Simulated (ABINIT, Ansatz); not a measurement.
# NbB2 (P6/mmm): zone-centre phonons, part 2 of 3

Which modes does NbB2 (P6/mmm) have at the zone centre?

ABINIT 10.8.3; DFT LDA, scalar-relativistic, plane waves, JTH PAW pseudopotentials.

So far. Step 3 (Self-consistent run for the response): The cell stands at -0.24 GPa: the relaxation ran with a smoothed and higher cutoff, and the difference is a stress of the finite basis. The relaxed cell has a = 3.072, c = 3.280 Å (conventional setting).

## Step 4: Linear response at Γ

At q = 0 one unit cell holds all displacements. The response is solved for single atoms along the cell's directions, and symmetry skips those that follow from others. The crystal is treated as a metal, which screens a static field, so no field response is asked.

dfpt_gamma.abi

```

# common to the responses
getwfk_filepath "gso_WFK"
kptopt 2
nqpt 1
qpt 0.0 0.0 0.0
asr 0
chneut 0

# displacements
rfphon 1
rfatpol 1 3
rfdir 1 1 1
tolvrs 1.0d-10
prtwf 0

# basis, mesh and filling
ecut 18.0
pawecutdg 36.0
ngkpt 12 12 8
nshiftk 1
shiftk 0.0 0.0 0.0
istwfk *1
occopt 7
tsmear 0.01
nband 16
nstep 100
diemac 1000000.0
prtebands 0
prtgsr 0

# cell and atoms
acell 3*1.0 Angstrom
rprim 
    3.071944869 0.0 0.0
    -1.535972435 2.660382295 0.0
    0.0 0.0 3.279769309
ntypat 2
znucl 41 5
natom 3
typat 1 2 2
xred 
    0.0 0.0 0.0
    1/3 2/3 0.5
    2/3 1/3 0.5
pp_dirpath "./pseudo"
pseudos "Nb.xml, B.xml"
```

Started as:

```sh
> OMP_NUM_THREADS=1 mpirun -n 4 abinit dfpt_gamma.abi > dfpt_gamma.log
```

Numbers of over 12 decimals in the logs are rounded to 6 here.

dfpt_gamma.abo, the main output file:

```text
[banners, grids, parts of the stress and lines that vanish by symmetry left out]
- input  file    -> dfpt_gamma.abi
- output file    -> dfpt_gamma.abo
- root for input  files -> dfpt_gammai
- root for output files -> dfpt_gammao

-   ./pseudo/Nb.xml
-   ./pseudo/B.xml
 Symmetries : space group P6/m m m (#191); Bravais hP (primitive hexag.)
================================================================================
 Values of the parameters that define the memory need of the present run (RF).
     intxc =       0      iscf =       7    lmnmax =      18     lnmax =       6
     mgfft =      24  mpssoang =       3    mqgrid =    3001     natom =       3
  nloc_mem =       2    nspden =       1   nspinor =       1    nsppol =       1
      nsym =      24    n1xccc =       1    ntypat =       2    occopt =       7
   xclevel =       1
-    mband =          16        mffmem =           1         mkmem =         145
-   mkqmem =         145        mk1mem =         145           mpw =         684
      nfft =       13824          nkpt =         580
- my_mband =          16
Pmy_natom=         1
================================================================================
[...]
--------------------------------------------------------------------------------
------------- Echo of variables that govern the present computation ------------
--------------------------------------------------------------------------------
-
- outvars: echo of selected default values
-   iomode0 =  0 , fftalg0 =312 , wfoptalg0 = 10
-
- outvars: echo of global parameters not present in the input file
-  max_nthreads =    1
-
 -outvars: echo values of preprocessed input variables
 [... echo left out ...]
[...]
chkinp: Checking input parameters for consistency.

[...]
== DATASET  1 ==================================================================
-   mpi_nproc: 4, omp_nthreads: 1 (-1 if OMP is not activated)

--- !DatasetInfo
iteration_state: {dtset: 1, }
dimensions: {natom: 3, nkpt: 580, mband: 16, nsppol: 1, nspinor: 1, nspden: 1, mpw: 684, }
cutoff_energies: {ecut:  18.0, pawecutdg:  36.0, }
electrons: {nelect:   1.90000000E+01, charge:   0.00000000E+00, occopt:   7.00000000E+00, tsmear:   1.00000000E-02, }
meta: {optdriver: 1, rfphon: 1, }
...

 mkfilename: getwfk from: gso_WFK

 Real(R)+Recip(G) space primitive vectors, cartesian coordinates (Bohr,Bohr^-1):
 R(1)=  5.8051345  0.0000000  0.0000000  G(1)=  0.1722613  0.0994551  0.0000000
 R(2)= -2.9025672  5.0273939  0.0000000  G(2)=  0.0000000  0.1989102  0.0000000
 R(3)=  0.0000000  0.0000000  6.1978658  G(3)=  0.0000000  0.0000000  0.1613459
 Unit cell volume ucvol=  1.8088284E+02 bohr^3
 Angles (23,13,12)=  9.00000000E+01  9.00000000E+01  1.20000000E+02 degrees
 setup1 : take into account q-point for computing boxcut.

 Coarse grid specifications (used for wave-functions):

 getcut: wavevector=  0.0000  0.0000  0.0000  ngfft=  24  24  24
         ecut(hartree)=     18.000   => boxcut(ratio)=   2.02753

 Fine grid specifications (used for densities):

 getcut: wavevector=  0.0000  0.0000  0.0000  ngfft=  32  32  36
         ecut(hartree)=     36.000   => boxcut(ratio)=   2.04090

--- Pseudopotential description ------------------------------------------------
- pspini: atom type   1  psp file is ./pseudo/Nb.xml

- pspini: atom type   2  psp file is ./pseudo/B.xml

   4.47032233E+02                                ecore*ucvol(ha*bohr**3)
[...]
==>  initialize data related to q vector <==

 The list of irreducible perturbations for this q vector is:
    1)    idir= 1    ipert=   1
    2)    idir= 3    ipert=   1
    3)    idir= 1    ipert=   2
    4)    idir= 3    ipert=   2

[...]
The perturbation idir=   2  ipert=   1 is
 symmetric of a previously calculated perturbation.
 So, its SCF calculation is not needed.

 The perturbation idir=   2  ipert=   2 is
 symmetric of a previously calculated perturbation.
 So, its SCF calculation is not needed.

 The perturbation idir=   1  ipert=   3 is
 symmetric of a previously calculated perturbation.
 So, its SCF calculation is not needed.

 The perturbation idir=   2  ipert=   3 is
 symmetric of a previously calculated perturbation.
 So, its SCF calculation is not needed.

 The perturbation idir=   3  ipert=   3 is
 symmetric of a previously calculated perturbation.
 So, its SCF calculation is not needed.

[...]
Perturbation wavevector (in red.coord.)   0.000000  0.000000  0.000000
 Perturbation : displacement of atom   1   along direction   1
 Found     4 symmetries that leave the perturbation invariant.

[...]
dfpt_looppert : total number of electrons, from k and k+q
  fully or partially occupied states are    1.900000E+01 and    1.900000E+01.
 Initialisation of the first-order wave-functions :
  ireadwf=   0

--- !BeginCycle
iteration_state: {dtset: 1, }
solver: {iscf: 7, nstep: 100, nline: 4, wfoptalg: 10, }
tolerances: {tolvrs: 1.00E-10, }
...

     iter   2DEtotal(Ha)        deltaE(Ha) residm    vres2
-ETOT  1   689.00721504183     -6.719E+02 1.164E+01 1.563E+06
 ETOT  2   11.063615190732     -6.779E+02 6.801E-01 1.981E+04
 ETOT  3   4.683232     -6.380E+00 2.664E-01 9.089E+02
[...]
At SCF step   12       vres2   =  1.06E-13 < tolvrs=  1.00E-10 =>converged.
[...]
Mean square residual over all n,k,spin=   35.511E-12; max=  10.674E-08

 Fourteen components of 2nd-order total energy (hartree) are
 1,2,3: 0th-order hamiltonian combined with 1st-order wavefunctions
     kin0=   2.77252351E+02 eigvalue=   5.60774899E+01  local=  -1.30161306E+02
 4,5,6: 1st-order hamiltonian combined with 1st and 0th-order wfs
 loc psp =  -1.86677350E+03  Hartree=   5.06474572E+02     xc=  -5.56210116E+01
 note that "loc psp" includes a xc core correction that could be resolved
 7,8,9: eventually, occupation + non-local contributions
    edocc=   3.07780588E+02     enl0=   7.54310030E+01   enl1=  -5.26953107E+02
 10: eventually, PAW "on-site" Hxc contribution: epaw1=  -1.14898466E-03
 1-10 gives the relaxation energy (to be shifted if some occ is /=2.0)
   erelax=  -1.35649407E+03
 11,12,13 Non-relaxation  contributions : frozen-wavefunctions and Ewald
 fr.local=   1.20033256E+03 fr.nonlo=   1.15660505E+02  Ewald=   3.72818270E+01
 14,15 Frozen wf xc core corrections (1) and (2)
 frxc 1  =  -4.51025169E+00  frxc 2 =   1.21458307E+01
 16 Contribution from 1st-order change of wavefunctions overlap
 eovl1 =  -1.59632003E+02
 Resulting in :
 2DEtotal=    0.4416396946E+01 Ha. Also 2DEtotal=    0.120176283103E+03 eV
    (2DErelax=   -1.3564940710E+03 Ha. 2DEnonrelax=    1.3609104680E+03 Ha)
    (  non-var. 2DEtotal :    4.4151613037E+00 Ha)

[...]
Perturbation wavevector (in red.coord.)   0.000000  0.000000  0.000000
 Perturbation : displacement of atom   1   along direction   3
 Found    12 symmetries that leave the perturbation invariant.

[...]
dfpt_looppert : total number of electrons, from k and k+q
  fully or partially occupied states are    1.900000E+01 and    1.900000E+01.
 Initialisation of the first-order wave-functions :
  ireadwf=   0

--- !BeginCycle
iteration_state: {dtset: 1, }
solver: {iscf: 7, nstep: 100, nline: 4, wfoptalg: 10, }
tolerances: {tolvrs: 1.00E-10, }
...

     iter   2DEtotal(Ha)        deltaE(Ha) residm    vres2
-ETOT  1   1323.2608360740     -3.380E+02 2.721E+01 4.065E+06
[...]
At SCF step   12       vres2   =  3.22E-12 < tolvrs=  1.00E-10 =>converged.
[...]
Mean square residual over all n,k,spin=   14.968E-15; max=  11.521E-12

 Fourteen components of 2nd-order total energy (hartree) are
 1,2,3: 0th-order hamiltonian combined with 1st-order wavefunctions
     kin0=   3.34890803E+02 eigvalue=   6.56687604E+01  local=  -1.61295638E+02
 4,5,6: 1st-order hamiltonian combined with 1st and 0th-order wfs
 loc psp =  -2.29496368E+03  Hartree=   6.65937839E+02     xc=  -6.64943369E+01
 note that "loc psp" includes a xc core correction that could be resolved
 7,8,9: eventually, occupation + non-local contributions
    edocc=   3.45943901E+02     enl0=   9.13543513E+01   enl1=  -6.36034338E+02
 10: eventually, PAW "on-site" Hxc contribution: epaw1=   4.27354461E-03
 1-10 gives the relaxation energy (to be shifted if some occ is /=2.0)
   erelax=  -1.65498807E+03
 11,12,13 Non-relaxation  contributions : frozen-wavefunctions and Ewald
 fr.local=   1.38140280E+03 fr.nonlo=   1.48009912E+02  Ewald=   1.23163456E+02
 14,15 Frozen wf xc core corrections (1) and (2)
 frxc 1  =  -5.13634602E+00  frxc 2 =   1.38095086E+01
 16 Contribution from 1st-order change of wavefunctions overlap
 eovl1 =  -1.89489312E+02
 Resulting in :
 2DEtotal=    0.6261258815E+01 Ha. Also 2DEtotal=    0.170377532009E+03 eV
    (2DErelax=   -1.6549880693E+03 Ha. 2DEnonrelax=    1.6612493281E+03 Ha)
    (  non-var. 2DEtotal :    6.2610054442E+00 Ha)

[...]
Perturbation wavevector (in red.coord.)   0.000000  0.000000  0.000000
 Perturbation : displacement of atom   2   along direction   1
 Found     2 symmetries that leave the perturbation invariant.

[...]
dfpt_looppert : total number of electrons, from k and k+q
  fully or partially occupied states are    1.900000E+01 and    1.900000E+01.
 Initialisation of the first-order wave-functions :
  ireadwf=   0

--- !BeginCycle
iteration_state: {dtset: 1, }
solver: {iscf: 7, nstep: 100, nline: 4, wfoptalg: 10, }
tolerances: {tolvrs: 1.00E-10, }
...

     iter   2DEtotal(Ha)        deltaE(Ha) residm    vres2
-ETOT  1   16.812267566521     -5.496E+01 9.353E+00 3.274E+04
[...]
At SCF step   10       vres2   =  3.39E-11 < tolvrs=  1.00E-10 =>converged.
[...]
Mean square residual over all n,k,spin=   11.995E-10; max=  60.789E-07

 Fourteen components of 2nd-order total energy (hartree) are
 1,2,3: 0th-order hamiltonian combined with 1st-order wavefunctions
     kin0=   6.49505856E+01 eigvalue=  -8.30592322E+00  local=  -1.75877314E+01
 4,5,6: 1st-order hamiltonian combined with 1st and 0th-order wfs
 loc psp =  -7.08428148E+01  Hartree=   1.67024984E+01     xc=  -4.86177851E+00
 note that "loc psp" includes a xc core correction that could be resolved
 7,8,9: eventually, occupation + non-local contributions
    edocc=   8.55833831E+00     enl0=   6.32546588E+00   enl1=  -6.08049094E+01
 10: eventually, PAW "on-site" Hxc contribution: epaw1=   6.91926568E-03
 1-10 gives the relaxation energy (to be shifted if some occ is /=2.0)
   erelax=  -6.58593498E+01
 11,12,13 Non-relaxation  contributions : frozen-wavefunctions and Ewald
 fr.local=  -3.63638407E-01 fr.nonlo=   3.56141718E+01  Ewald=   3.66914038E+01
 14,15 Frozen wf xc core corrections (1) and (2)
 frxc 1  =  -3.53800460E-01  frxc 2 =   1.80979307E-01
 16 Contribution from 1st-order change of wavefunctions overlap
 eovl1 =  -3.52981797E-02
 Resulting in :
 2DEtotal=    0.5909766147E+01 Ha. Also 2DEtotal=    0.160812929249E+03 eV
    (2DErelax=   -6.5859349836E+01 Ha. 2DEnonrelax=    7.1769115983E+01 Ha)
    (  non-var. 2DEtotal :    5.9099557115E+00 Ha)

[...]
Perturbation wavevector (in red.coord.)   0.000000  0.000000  0.000000
 Perturbation : displacement of atom   2   along direction   3
 Found     6 symmetries that leave the perturbation invariant.

--------------------------------------------------------------------------------

--------------------------------------------------------------------------------

 dfpt_looppert : total number of electrons, from k and k+q
  fully or partially occupied states are    1.900000E+01 and    1.900000E+01.
 Initialisation of the first-order wave-functions :
  ireadwf=   0

--- !BeginCycle
iteration_state: {dtset: 1, }
solver: {iscf: 7, nstep: 100, nline: 4, wfoptalg: 10, }
tolerances: {tolvrs: 1.00E-10, }
...

     iter   2DEtotal(Ha)        deltaE(Ha) residm    vres2
-ETOT  1   34.047690286686     -4.669E+01 5.192E+00 1.167E+05
[...]
ETOT  9   4.089373     -4.289E-11 1.836E-05 2.777E-08
 ETOT 10   4.089373      1.822E-11 1.067E-05 1.356E-11

 At SCF step   10       vres2   =  1.36E-11 < tolvrs=  1.00E-10 =>converged.
[...]
Mean square residual over all n,k,spin=   58.198E-10; max=  10.673E-06

 Fourteen components of 2nd-order total energy (hartree) are
 1,2,3: 0th-order hamiltonian combined with 1st-order wavefunctions
     kin0=   7.68511747E+01 eigvalue=  -1.08714497E+01  local=  -2.07098984E+01
 4,5,6: 1st-order hamiltonian combined with 1st and 0th-order wfs
 loc psp =  -8.76175563E+01  Hartree=   2.17527332E+01     xc=  -5.59292180E+00
 note that "loc psp" includes a xc core correction that could be resolved
 7,8,9: eventually, occupation + non-local contributions
    edocc=   7.23434896E+00     enl0=   8.14769997E+00   enl1=  -6.58417360E+01
 10: eventually, PAW "on-site" Hxc contribution: epaw1=   3.51441901E-03
 1-10 gives the relaxation energy (to be shifted if some occ is /=2.0)
   erelax=  -7.66440910E+01
 11,12,13 Non-relaxation  contributions : frozen-wavefunctions and Ewald
 fr.local=  -9.41905732E-01 fr.nonlo=   3.72663047E+01  Ewald=   4.44490211E+01
 14,15 Frozen wf xc core corrections (1) and (2)
 frxc 1  =  -4.11151679E-01  frxc 2 =   3.71195778E-01
 16 Contribution from 1st-order change of wavefunctions overlap
 eovl1 =   8.55350386E-02
 Resulting in :
 2DEtotal=    0.4089373218E+01 Ha. Also 2DEtotal=    0.111277514150E+03 eV
    (2DErelax=   -7.6644090994E+01 Ha. 2DEnonrelax=    8.0733464212E+01 Ha)
    (  non-var. 2DEtotal :    4.0893530735E+00 Ha)

[...]
---- first-order wavefunction calculations are completed ----

 ==> Compute Derivative Database <==

 [... matrices left out ...]
  Phonon wavevector (reduced coordinates) :  0.00000  0.00000  0.00000
 Phonon energies in Hartree :
  -2.666849E-05 -8.777731E-06 -8.777731E-06  2.026213E-03  2.026213E-03
   2.258019E-03  2.582286E-03  3.803398E-03  3.803398E-03
 Phonon frequencies in cm-1    :
- -5.853056E+00 -1.926489E+00 -1.926489E+00  4.447024E+02  4.447024E+02
-  4.955779E+02  5.667463E+02  8.347494E+02  8.347494E+02

== END DATASET(S) ==============================================================
================================================================================

 -outvars: echo values of variables after computation
            acell      1.8897261259E+00  1.8897261259E+00  1.8897261259E+00 Bohr
           etotal      4.0893732184E+00
            fcart      0.0000000000E+00  0.0000000000E+00  0.0000000000E+00
           strten      0.0000000000E+00  0.0000000000E+00  0.0000000000E+00
================================================================================
```

It took 2.5 min on 4 MPI ranks of Intel Xeon at 2.70GHz, shared host.

Read from the output:

| Quantity | Value |
| --- | --- |
| largest acoustic frequency at the zone centre before the sum rule | -5.85 cm⁻¹ |
| highest optical zone-centre mode (no LO-TO term) | 834.8 cm⁻¹ |
| lowest optical zone-centre mode | 444.7 cm⁻¹ |

The acoustic modes at Γ come out as far as 5.8 cm⁻¹ from zero, where they should vanish, a small numerical error.

(Continued in part 3 of 3.)

[Host names and launcher messages were left out of these logs when they were recorded.]

[Logs are printed without paths, hosts, clocks, repeated set-up lines and the standing remarks that a program may print on its own settings, such as how far it seeks lower states.]

[Hosts, paths, dates, database ids (printed as entryN), source tags and the programs' standing remarks are cut or masked in the printed files.]
